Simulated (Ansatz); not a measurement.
# Relaxing Ge(100) slab, H on both faces (90 atoms)

Wanted: the relaxed structure of Ge(100) slab, H on both faces (90 atoms) and its electronic structure.

Program: Ansatz 0.2.0. Level of theory: Kohn-Sham DFT, PBE, PAW (set soft_2), plane waves. Values are calculated unless marked as measured.

This is a report of a sequence of runs, with the program logs left out and the cost of each run kept.

**1. The system as given**

The cell holds 90 atoms: 54 Ge and 36 H. Cell: a = 12.002 Å, b = 12.002 Å, c = 20.839 Å, α = 90.0°, β = 90.0°, γ = 90.0°. It derives from Ge (diamond-structure). Diamond-structure Ge (a = 5.658 Å), (100) slab of 6 atomic planes, 3 x 3 surface cells, H on the broken bonds of both faces, 12 Å of vacuum; displaced by a Gaussian of 0.02 Å. Regions: slab, 54 atoms (54 Ge); hydrogen, 36 atoms (36 H). Vacuum lies along c.

Before any run, some limits are plain. Sampling is at Γ alone, for a cell whose shortest periodic width is 12 Å.

**2. Single point at the start**

The forces at the start show how far the geometry lies from a minimum of this functional.

The input, input.yaml:

```yaml
crystal:
  lattice:
    - [12.00243, 0.0, 0.0]
    - [0.0, 12.00243, 0.0]
    - [0.0, 0.0, 20.83919]
  atoms:
    - { symbol: Ge, position: [0.16692, 0.16853, 0.32897] }
    - { symbol: Ge, position: [0.0018, 0.16986, 0.39782] }
    - { symbol: Ge, position: [0.00106, 0.33303, 0.46526] }
    - { symbol: Ge, position: [0.17074, 0.0, 0.53378] }
    - { symbol: Ge, position: [0.16501, 0.16653, 0.60166] }
    - { symbol: Ge, position: [0.00286, 0.16898, 0.67085] }
    - { symbol: Ge, position: [0.1714, 0.4996, 0.33075] }
    - { symbol: Ge, position: [0.99919, 0.49816, 0.39819] }
[... 78 atom lines left out ...]
    - { symbol: H, position: [0.836, 0.9414, 0.28698] }
    - { symbol: H, position: [0.83549, 0.73057, 0.28813] }
    - { symbol: H, position: [0.66789, 0.93782, 0.71163] }
    - { symbol: H, position: [0.66852, 0.7301, 0.71235] }
kpoints:
  mp_grid: { grid: [1, 1, 1] }
hamiltonian:
  xc: pbe
scf:
  occupations: { method: fixed }
output:
  forces: true
  populations: intrinsic
  dos:
    method: { smearing: { sigma: 0.15 } }
    de: 0.1
    projected:
      site_lists:
        Ge: [Ge]
        H: [H]
        slab: [0, 1, 2, 3, 4, 5, 6, 7, 8, 9, 10, 11, 12, 13, 14, 15, 16, 17, 18, 19, 20, 21, 22, 23, 24, 25, 26, 27, 28, 29, 30, 31, 32, 33, 34, 35, 36, 37, 38, 39, 40, 41, 42, 43, 44, 45, 46, 47, 48, 49, 50, 51, 52, 53]
        hydrogen: [54, 55, 56, 57, 58, 59, 60, 61, 62, 63, 64, 65, 66, 67, 68, 69, 70, 71, 72, 73, 74, 75, 76, 77, 78, 79, 80, 81, 82, 83, 84, 85, 86, 87, 88, 89]
  eigenvalues: true
```

The run is started by

```bash
ansatz run input.yaml --threads 4 --pin off --max-ram 8192MiB --backend cpu --events-out ev --progress --plain --runs-dir out
```

The job ended after 52 s (4 threads of Arm Neoverse V2, shared host; peak memory 3.8 GiB).

The run gave:

- free energy: -232481.3003 eV
- free energy per atom: -2583.1256 eV/atom
- SCF cycles: 10
- r.m.s. force component: 0.4008 eV/Å
- longest force: 2.261 eV/Å
- Fermi energy: 0.8459 eV
- gap (highest filled to lowest empty level): 1.222 eV

The r.m.s. force component of 0.40 eV/Å sets the starting point.

Length of the force by element and coordination:

| element | coordination | atoms | mean length of the force (eV/Å) | spread | least | most |
| --- | --- | --- | --- | --- | --- | --- |
| Ge | all | 54 | 0.635 | 0.400 | 0.170 | 2.26 |
| H | all | 36 | 0.507 | 0.318 | 0.153 | 1.60 |

**3. Relaxation**

With the cell held, the atoms are moved downhill towards a nearby minimum.

input.yaml, the sections that differ from step 2:

```yaml
output:
  forces: true
relax:
  f_tol: 0.03
  max_steps: 87
# crystal, kpoints, hamiltonian, scf: as in step 2
```

The job ended after 8.2 min (4 threads; peak memory 3.6 GiB).

Step by step:

| step | energy less that of the first step (eV) | largest force component (eV/Å) |
| --- | --- | --- |
| 1 | 0.0000 | 2.0496 |
| 2 | -0.7796 | 0.6987 |
| 3 | -1.0424 | 0.0208 |
| 4 | -1.0424 | 0.0208 |
| 5 | -1.0441 | 0.0180 |
| 6 | -1.0485 | 0.0393 |
| 7 | -1.0674 | 0.2481 |
| 8 | -1.0918 | 0.4581 |
| 9 | -1.1683 | 0.5289 |
| 10 | -1.4295 | 0.4958 |
| 11 | -1.7071 | 0.3238 |
| 12 | -1.8870 | 0.3132 |
| 13 | -2.2183 | 0.2604 |
| 14 | -2.4817 | 0.1731 |
| 15 | -2.7218 | 0.1786 |
| 16 | -2.9060 | 0.1950 |
| 17 | -3.0265 | 0.0370 |
| 18 | -3.0265 | 0.0372 |
| 19 | -3.0334 | 0.0734 |
| 20 | -3.0439 | 0.0183 |
| 21 | -3.0439 | 0.0182 |

The atoms that moved most (Å):

| atom | dx | dy | dz | length |
| --- | --- | --- | --- | --- |
| H58 | 0.012 | -1.156 | 0.512 | 1.264 |
| H79 | 0.028 | 1.138 | -0.497 | 1.242 |
| H88 | 0.013 | 1.114 | -0.499 | 1.221 |
| H66 | 0.004 | -1.104 | 0.520 | 1.220 |
| H72 | 0.029 | -1.107 | -0.495 | 1.213 |
| H73 | -0.027 | 1.101 | 0.491 | 1.206 |
| H62 | 0.006 | -1.099 | 0.495 | 1.205 |
| H69 | -0.031 | 1.124 | 0.431 | 1.204 |

The relaxation changed the energy by -33.8 meV/atom, and atoms moved by 0.75 Å r.m.s., 1.3 Å at most.

**4. Distances and neighbours after relaxation**

Bonds before and after, by the cutoffs listed below:

| pair | bonds before | bonds after | mean before (Å) | mean after (Å) | spread before (Å) | spread after (Å) |
| --- | --- | --- | --- | --- | --- | --- |
| Ge-Ge | 90 | 90 | 2.452 | 2.451 | 0.026 | 0.012 |
| Ge-H | 36 | 36 | 1.522 | 1.547 | 0.033 | 0.002 |

Normalised to the volume that the atoms fill. g(r), total and by pair (bins of 0.2 Å):

| r (Å) | total | Ge-Ge | Ge-H | H-H |
| --- | --- | --- | --- | --- |
| 1.50 | 2.60 | 0.00 | 5.40 | 0.00 |
| 1.70 | 0.00 | 0.00 | 0.00 | 0.00 |
| 1.90 | 0.00 | 0.00 | 0.00 | 0.00 |
| 2.10 | 0.00 | 0.00 | 0.00 | 0.00 |
| 2.30 | 0.56 | 0.00 | 0.00 | 3.49 |
| 2.50 | 3.49 | 6.95 | 1.02 | 3.08 |
| 2.70 | 0.00 | 0.00 | 0.00 | 0.00 |
| 2.90 | 0.00 | 0.00 | 0.00 | 0.00 |
| 3.10 | 0.91 | 0.00 | 1.90 | 0.00 |
| 3.30 | 0.28 | 0.00 | 0.59 | 0.00 |
| 3.50 | 1.01 | 0.00 | 2.10 | 0.00 |
| 3.70 | 0.65 | 1.19 | 0.45 | 0.00 |
| 3.90 | 0.74 | 1.06 | 0.00 | 2.25 |
| 4.10 | 2.16 | 4.92 | 0.00 | 2.46 |
| 4.30 | 1.20 | 1.06 | 1.70 | 0.00 |
| 4.50 | 0.34 | 0.48 | 0.05 | 0.92 |
| 4.70 | 1.67 | 2.53 | 0.81 | 2.29 |
| 4.90 | 0.36 | 0.64 | 0.17 | 0.27 |
| 5.10 | 0.84 | 0.65 | 1.27 | 0.00 |
| 5.30 | 0.56 | 0.00 | 1.16 | 0.00 |
| 5.50 | 0.42 | 0.19 | 0.52 | 0.62 |
| 5.70 | 0.81 | 1.29 | 0.26 | 1.37 |
| 5.90 | 0.59 | 0.16 | 0.98 | 0.37 |
| 6.10 | 0.98 | 1.60 | 0.66 | 0.51 |
| 6.30 | 0.42 | 0.81 | 0.11 | 0.49 |
| 6.50 | 0.84 | 0.39 | 1.45 | 0.00 |
| 6.70 | 0.36 | 0.37 | 0.47 | 0.00 |
| 6.90 | 0.82 | 1.92 | 0.27 | 0.00 |

Bonds by pair of elements; cutoffs follow the first minimum of g(r), held within bounds set by covalent radii, and pairs that aren't listed don't count as bonded:

| pair A-B | cutoff (Å) | bonds | mean length (Å) | spread (Å) | shortest (Å) | B about A | A about B |
| --- | --- | --- | --- | --- | --- | --- | --- |
| Ge-Ge | 2.88 | 90 | 2.45 | 0.012 | 2.43 | 3.33 | 3.33 |
| Ge-H | 1.93 | 36 | 1.55 | 0.002 | 1.54 | 0.667 | 1 |

How many atoms have how many bonded neighbours:

| element | mean | 1 | 4 |
| --- | --- | --- | --- |
| Ge | 4 | 0 | 54 |
| H | 1 | 36 | 0 |

Bond angles (no mean is given where the spread exceeds 20°):

| angle | count | mean (°) | spread (°) |
| --- | --- | --- | --- |
| Ge-Ge-Ge | 234 | 110 | 4.9 |
| Ge-Ge-H | 72 | 110 | 7.1 |
| H-Ge-H | 18 | 106 | 0.1 |

By these cutoffs all Ge atoms have 4 and all H atoms have 1 bonded neighbour. The Ge-Ge-Ge angle averages 110° with a spread of 5°.

**5. Single point at the relaxed geometry**

The electronic structure is read at the final geometry, in a run of its own.

The input, input.yaml:

```yaml
crystal:
  lattice:
    - [12.00243, 0.0, 0.0]
    - [0.0, 12.00243, 0.0]
    - [0.0, 0.0, 20.83919]
  atoms:
    - { symbol: Ge, position: [0.16811, 0.13571, 0.33364] }
    - { symbol: Ge, position: [0.00202, 0.17252, 0.39721] }
    - { symbol: Ge, position: [0.00186, 0.33901, 0.46592] }
    - { symbol: Ge, position: [0.16877, 0.00285, 0.53442] }
    [... 80 atom lines left out ...]
    - { symbol: H, position: [0.66883, 0.4853, 0.7361] }
    - { symbol: H, position: [0.67071, 0.6597, 0.67269] }
    - { symbol: H, position: [0.82988, 0.99779, 0.32762] }
    - { symbol: H, position: [0.83659, 0.82336, 0.26417] }
    - { symbol: H, position: [0.67086, 0.99302, 0.67258] }
    - { symbol: H, position: [0.66894, 0.81886, 0.73612] }
kpoints:
  mp_grid: { grid: [1, 1, 1] }
hamiltonian:
  xc: pbe
scf:
  occupations: { method: fixed }
output:
  forces: true
  populations: true
  dos:
    method: { smearing: { sigma: 0.08 } }
    de: 0.1
    projected:
      site_lists:
        Ge: [Ge]
        H: [H]
        slab: [0, 1, 2, 3, 4, 5, 6, 7, 8, 9, 10, 11, 12, 13, 14, 15, 16, 17, 18, 19, 20, 21, 22, 23, 24, 25, 26, 27, 28, 29, 30, 31, 32, 33, 34, 35, 36, 37, 38, 39, 40, 41, 42, 43, 44, 45, 46, 47, 48, 49, 50, 51, 52, 53]
        hydrogen: [54, 55, 56, 57, 58, 59, 60, 61, 62, 63, 64, 65, 66, 67, 68, 69, 70, 71, 72, 73, 74, 75, 76, 77, 78, 79, 80, 81, 82, 83, 84, 85, 86, 87, 88, 89]
  eigenvalues: true
  write_density: true
  write_potential: true
  volumetric_format: npy
  elf: true
```

It took 57 s on 4 threads; peak memory 3.8 GiB; 3.7 min of CPU time.

The program notes that the exchange-correlation potential is rough where the density is thin.

The run gave:

```
free energy                                      : -232484.3442 eV
free energy per atom                             : -2583.1594 eV/atom
SCF cycles                                       : 10
r.m.s. force component                           : 0.00579 eV/Å
longest force                                    : 0.02022 eV/Å
Fermi energy                                     : 0.7308 eV
gap (highest filled to lowest empty level) : 1.594 eV
potential in mid-vacuum, over the Fermi level    : 4.635 eV
potential 4.5 Å over the upper face              : 4.635 eV
potential 4.5 Å under the lower face             : 4.635 eV
spilling of the projection                       : 0.002542
```

Löwdin charges by element and coordination (they lack the spilled electrons, 0.022 e an atom on average):

| element | coordination | atoms | mean charge (e) | spread | least | most |
| --- | --- | --- | --- | --- | --- | --- |
| Ge | all | 54 | 0.0708 | 0.0756 | 0.0124 | 0.178 |
| H | all | 36 | -0.0502 | 0.0229 | -0.0739 | -0.027 |

By region:

| region | atoms | mean length of the force (eV/Å) |
| --- | --- | --- |
| slab | 54 | 0.011 |
| hydrogen | 36 | 0.005 |

States in the cell by windows of 1 eV, zero at the Fermi level; the larger projections on atomic orbitals stand beside the total:

| from (eV) | to (eV) | total | slab | Ge p | Ge s | H s | hydrogen |
| --- | --- | --- | --- | --- | --- | --- | --- |
| -14 | -13 | 0.0 | 0.0 | 0.0 | 0.0 | 0.0 | 0.0 |
| -13 | -12 | 0.3 | 0.3 | 0.0 | 0.3 | 0.0 | 0.0 |
| -12 | -11 | 11.2 | 10.4 | 1.9 | 8.5 | 0.8 | 0.8 |
| -11 | -10 | 16.4 | 15.0 | 3.6 | 11.4 | 1.3 | 1.3 |
| -10 | -9 | 21.7 | 18.5 | 4.3 | 14.2 | 3.0 | 3.0 |
| -9 | -8 | 17.5 | 15.0 | 4.3 | 10.7 | 2.4 | 2.4 |
| -8 | -7 | 12.8 | 11.2 | 4.4 | 6.9 | 1.5 | 1.5 |
| -7 | -6 | 16.2 | 14.8 | 6.7 | 8.0 | 1.3 | 1.3 |
| -6 | -5 | 9.8 | 8.4 | 4.9 | 3.4 | 1.3 | 1.3 |
| -5 | -4 | 24.2 | 13.7 | 12.1 | 1.6 | 10.1 | 10.1 |
| -4 | -3 | 28.7 | 23.4 | 21.7 | 1.6 | 5.0 | 5.0 |
| -3 | -2 | 36.1 | 29.0 | 28.0 | 0.9 | 6.9 | 6.9 |
| -2 | -1 | 39.9 | 36.2 | 35.4 | 0.8 | 3.5 | 3.5 |
| -1 | 0 | 16.5 | 15.8 | 15.5 | 0.3 | 0.7 | 0.7 |
| 0 | 1 | 0.6 | 0.5 | 0.5 | 0.0 | 0.0 | 0.0 |
| 1 | 2 | 22.0 | 20.1 | 10.6 | 9.5 | 1.0 | 1.0 |
| 2 | 3 | 35.7 | 29.8 | 21.7 | 8.0 | 2.6 | 2.6 |
| 3 | 4 | 32.0 | 21.4 | 17.9 | 3.5 | 4.9 | 4.9 |
| 4 | 5 | 47.2 | 29.5 | 25.5 | 4.0 | 3.6 | 3.6 |

The curve was stored every 0.10 eV, coarse against its broadening of 0.08 eV, so these counts are rough.

With fixed occupations the program's Fermi level is the highest filled level; weight inside the gap is the broadening of levels at its edges.

Between -25 and -14 eV lie 540 more states.

The levels nearest the highest filled one (over half full), pooled over k-points and spins:

| level less the highest filled one (eV) | occupation |
| --- | --- |
| -0.562 | 2 |
| -0.528 | 2 |
| -0.426 | 2 |
| -0.271 | 2 |
| -0.271 | 2 |
| 0 | 2 |
| 1.59 | 0 |
| 1.64 | 0 |
| 1.65 | 0 |
| 1.69 | 0 |
| 1.72 | 0 |
| 1.73 | 0 |

Planar average of the electrostatic potential energy along the normal, with the Fermi level as zero, after a running mean with a triangular window 4 Å wide at its base:

| height (Å) | potential energy (eV) |
| --- | --- |
| 0.0 | 4.63 |
| 0.6 | 4.63 |
| 1.2 | 4.63 |
| 1.7 | 4.63 |
| 2.3 | 4.63 |
| 2.9 | 4.62 |
| 3.6 | 4.51 |
| 4.2 | 4.24 |
| 4.8 | 3.57 |
| 5.4 | 2.31 |
| 5.9 | 0.66 |
| 6.5 | -1.20 |
| 7.1 | -2.66 |
| 7.7 | -3.41 |
| 8.2 | -3.69 |
| 8.8 | -3.55 |
| 9.4 | -3.47 |
| 10.0 | -3.42 |
| 10.7 | -3.40 |
| 11.3 | -3.46 |
| 11.9 | -3.50 |
| 12.4 | -3.68 |
| 13.0 | -3.53 |
| 13.6 | -2.91 |
| 14.2 | -1.67 |
| 14.8 | 0.17 |
| 15.3 | 1.90 |
| 15.9 | 3.29 |
| 16.5 | 4.11 |
| 17.1 | 4.45 |
| 17.8 | 4.61 |
| 18.4 | 4.63 |
| 19.0 | 4.63 |
| 19.5 | 4.63 |
| 20.1 | 4.63 |
| 20.7 | 4.63 |

ELF in the cb plane at fractional x = 0.001, with atoms of Ge and H within 0.2 Å of it. It is the smooth field of the valence electrons, not physical close to the nuclei.

Values in units of 1e-1, 13 rows by 16 columns, each cell a mean:
```
0.0 0.1 1.3 4.5 4.5 2.9 2.0 0.2 3.0 5.8 2.2 1.9 0.4 0.0 0.0 0.0
0.0 0.6 3.5 2.0 4.9 2.4 0.3 1.0 3.2 3.6 9.2 9.6 4.9 0.2 0.0 0.0
0.0 0.6 3.5 2.1 5.0 2.6 0.3 1.6 2.6 1.5 8.5 9.3 4.5 0.2 0.0 0.0
0.0 0.1 1.2 4.3 4.4 2.9 2.0 0.5 4.5 6.4 3.4 1.7 0.3 0.0 0.0 0.0
0.0 0.1 0.6 3.7 2.9 2.2 2.4 0.2 4.9 8.5 2.3 0.3 0.0 0.0 0.0 0.0
0.0 0.4 3.0 3.5 5.9 3.2 0.7 0.6 2.3 3.0 7.2 8.0 3.2 0.1 0.0 0.0
0.0 0.7 3.6 1.0 4.0 1.8 0.2 1.7 3.0 2.3 9.3 9.8 5.6 0.2 0.0 0.0
0.0 0.3 2.1 4.5 5.8 3.5 1.4 0.8 3.3 3.6 4.6 4.3 1.2 0.0 0.0 0.0
0.0 0.0 0.3 3.1 2.2 1.8 2.6 0.3 6.1 9.7 3.3 0.1 0.0 0.0 0.0 0.0
0.0 0.3 2.2 4.6 5.8 3.4 1.3 0.3 1.9 3.5 4.2 5.0 1.5 0.0 0.0 0.0
0.0 0.7 3.6 0.9 3.9 1.7 0.2 1.4 3.5 3.3 9.6 9.9 5.9 0.2 0.0 0.0
0.0 0.4 3.0 3.5 6.0 3.4 0.8 1.2 2.7 1.8 6.6 7.2 2.8 0.1 0.0 0.0
0.0 0.1 0.5 3.6 2.8 2.2 2.5 0.4 5.6 8.7 3.5 0.3 0.0 0.0 0.0 0.0
```
Columns run along c (16.0 Å, from fractional 0.23 to 1.00 of the cell), rows up along b (12.0 Å). Atoms in or near the plane, at fractional coordinates: Ge at (0.40, 0.17), Ge at (0.47, 0.34), Ge at (0.67, 0.13), Ge at (0.40, 0.51), Ge at (0.47, 0.67), Ge at (0.67, 0.46), Ge at (0.40, 0.84), Ge at (0.47, 0.01), Ge at (0.67, 0.80), H at (0.67, 0.00), H at (0.74, 0.18), H at (0.67, 0.34), H at (0.74, 0.51), H at (0.67, 0.67) and more.

Valence density in the cb plane at fractional x = 0.001, with atoms of Ge and H within 0.2 Å of it. It is the smooth field of the valence electrons, not physical close to the nuclei.

Values in e/Å³, 13 rows by 16 columns, each cell a mean:
```
 0  0  0  0  0  0  0  0  0  3  1  0  0  0  0  0
 0  0  0  0  0  0  0  1  9  0  0  0  0  0  1  1
 0  0  0  0  0  0  0  1  9  0  0  0  0  6 12  1
 0  0  0  0  0  0  0  0  0  4  2  0  0  1  1  0
 0  0  0  0  0  0  0  0  0  9  4  0  0  0  1  0
 0  0  0  0  0  0  0  0  2  0  0  0  0  0  0  0
 0  0  0  0  0  0  0  1 15  0  0  0  0  4  9  1
 0  0  0  0  0  0  0  0  0  1  0  0  0  2  4  0
 0  0  0  0  0  0  0  0  0 12  5  0  0  0  1  0
 0  0  0  0  0  0  0  0  0  1  0  0  0  0  0  0
 0  0  0  0  0  0  0  1 16  0  0  0  0  2  3  1
 0  0  0  0  0  0  0  0  2  0  0  0  0  4 10  0
 0  0  0  0  0  0  0  0  0 10  4  0  0  0  1  0
```
Columns run along c (16.0 Å, from fractional 0.00 to 0.77 of the cell), rows up along b (12.0 Å). Atoms in or near the plane, at fractional coordinates: Ge at (0.40, 0.17), Ge at (0.47, 0.34), Ge at (0.67, 0.13), Ge at (0.40, 0.51), Ge at (0.47, 0.67), Ge at (0.67, 0.46), Ge at (0.40, 0.84), Ge at (0.47, 0.01), Ge at (0.67, 0.80), H at (0.67, 0.00), H at (0.74, 0.18), H at (0.67, 0.34), H at (0.74, 0.51), H at (0.67, 0.67) and more.

Mean Löwdin charges: Ge +0.07, H -0.05 e. Charges this small depend on the projection, at times even in sign. The largest share in the top eV of filled states is Ge p (94 % of the projected weight), and in the lowest eV of empty states Ge p (58 % of the projected weight). The potential stands 4.63 eV above the highest filled level over the upper face and 4.63 eV under the lower one, which reads the ionisation potential at this level (an upper bound, if the band top lies off the mesh).

Local excerpt of 10 atoms (numbers count through the whole input) about Ge48, picked at random; x, y, z are measured from there.

| atom | x | y | z | distance (Å) | bonds | Löwdin charge (e) |
| --- | --- | --- | --- | --- | --- | --- |
| Ge48 | 0.00 | 0.00 | 0.00 | 0.00 | 4 | 0.18 |
| H85 | 0.00 | -0.55 | 1.44 | 1.55 | 1 | -0.03 |
| H86 | 0.02 | 1.54 | 0.12 | 1.55 | 1 | -0.07 |
| Ge47 | 1.99 | -0.44 | -1.32 | 2.43 | 4 | 0.01 |
| Ge29 | -2.01 | -0.41 | -1.32 | 2.44 | 4 | 0.01 |
| H82 | 0.02 | -2.46 | 0.12 | 2.46 | 1 | -0.07 |
| Ge52 | 1.99 | 1.56 | -2.76 | 3.74 | 4 | 0.02 |
| H90 | 0.00 | 3.45 | 1.44 | 3.74 | 1 | -0.03 |
| Ge34 | -2.01 | 1.59 | -2.75 | 3.76 | 4 | 0.02 |
| Ge54 | 0.00 | 4.00 | 0.00 | 4.00 | 4 | 0.18 |

**6. Summary of results**

* energy change in the relaxation: -33.82 meV/atom
* r.m.s. displacement: 0.746 Å
* largest displacement: 1.264 Å
* free energy per atom: -2583.1594 eV/atom
* r.m.s. force component: 0.00579 eV/Å
* gap (highest filled to lowest empty level): 1.594 eV
* potential in mid-vacuum, over the Fermi level: 4.635 eV
* wall time of the 3 DFT runs: 10 min

**Reading.** Relaxation lowers the energy by 33.8 meV/atom and moves atoms by 0.75 Å r.m.s.; the r.m.s. force component goes from 0.40 to 0.0058 eV/Å, and the gap from 1.22 to 1.59 eV. By the final cutoffs no bond was broken or made. First to last step the energy falls by 3.044 eV; the largest move, 1.26 Å, is that of H58 and 1 other atom alike. The Ge-H bonds change most in mean length: from 1.522 Å (spread 0.033) to 1.547 Å (spread 0.002). Counting bonds as in the table, all Ge atoms have 4 and all H atoms have 1 bonded neighbour. Between filled and empty levels lie 1.59 eV at Γ alone; the mesh holds the band edges only if they fold onto it, so the gap at this level can be narrower or closed, and states at the surface or the caps may set it. The potential stands 4.63 eV above the highest filled level over the upper face and 4.63 eV under the lower one, which reads the ionisation potential at this level (an upper bound, if the band top lies off the mesh).

[Long decimals in the printed logs are rounded to 6 places.]

[Logs are printed without paths, hosts, clocks, repeated set-up lines and the standing remarks that a program may print on its own settings, such as how far it seeks lower states.]

[Hosts, paths, dates, database ids (printed as entryN), source tags and the programs' standing remarks are cut or masked in the printed files.]

[A walk said to have stopped at its limit may instead have ended on an SCF cycle that didn't converge.]
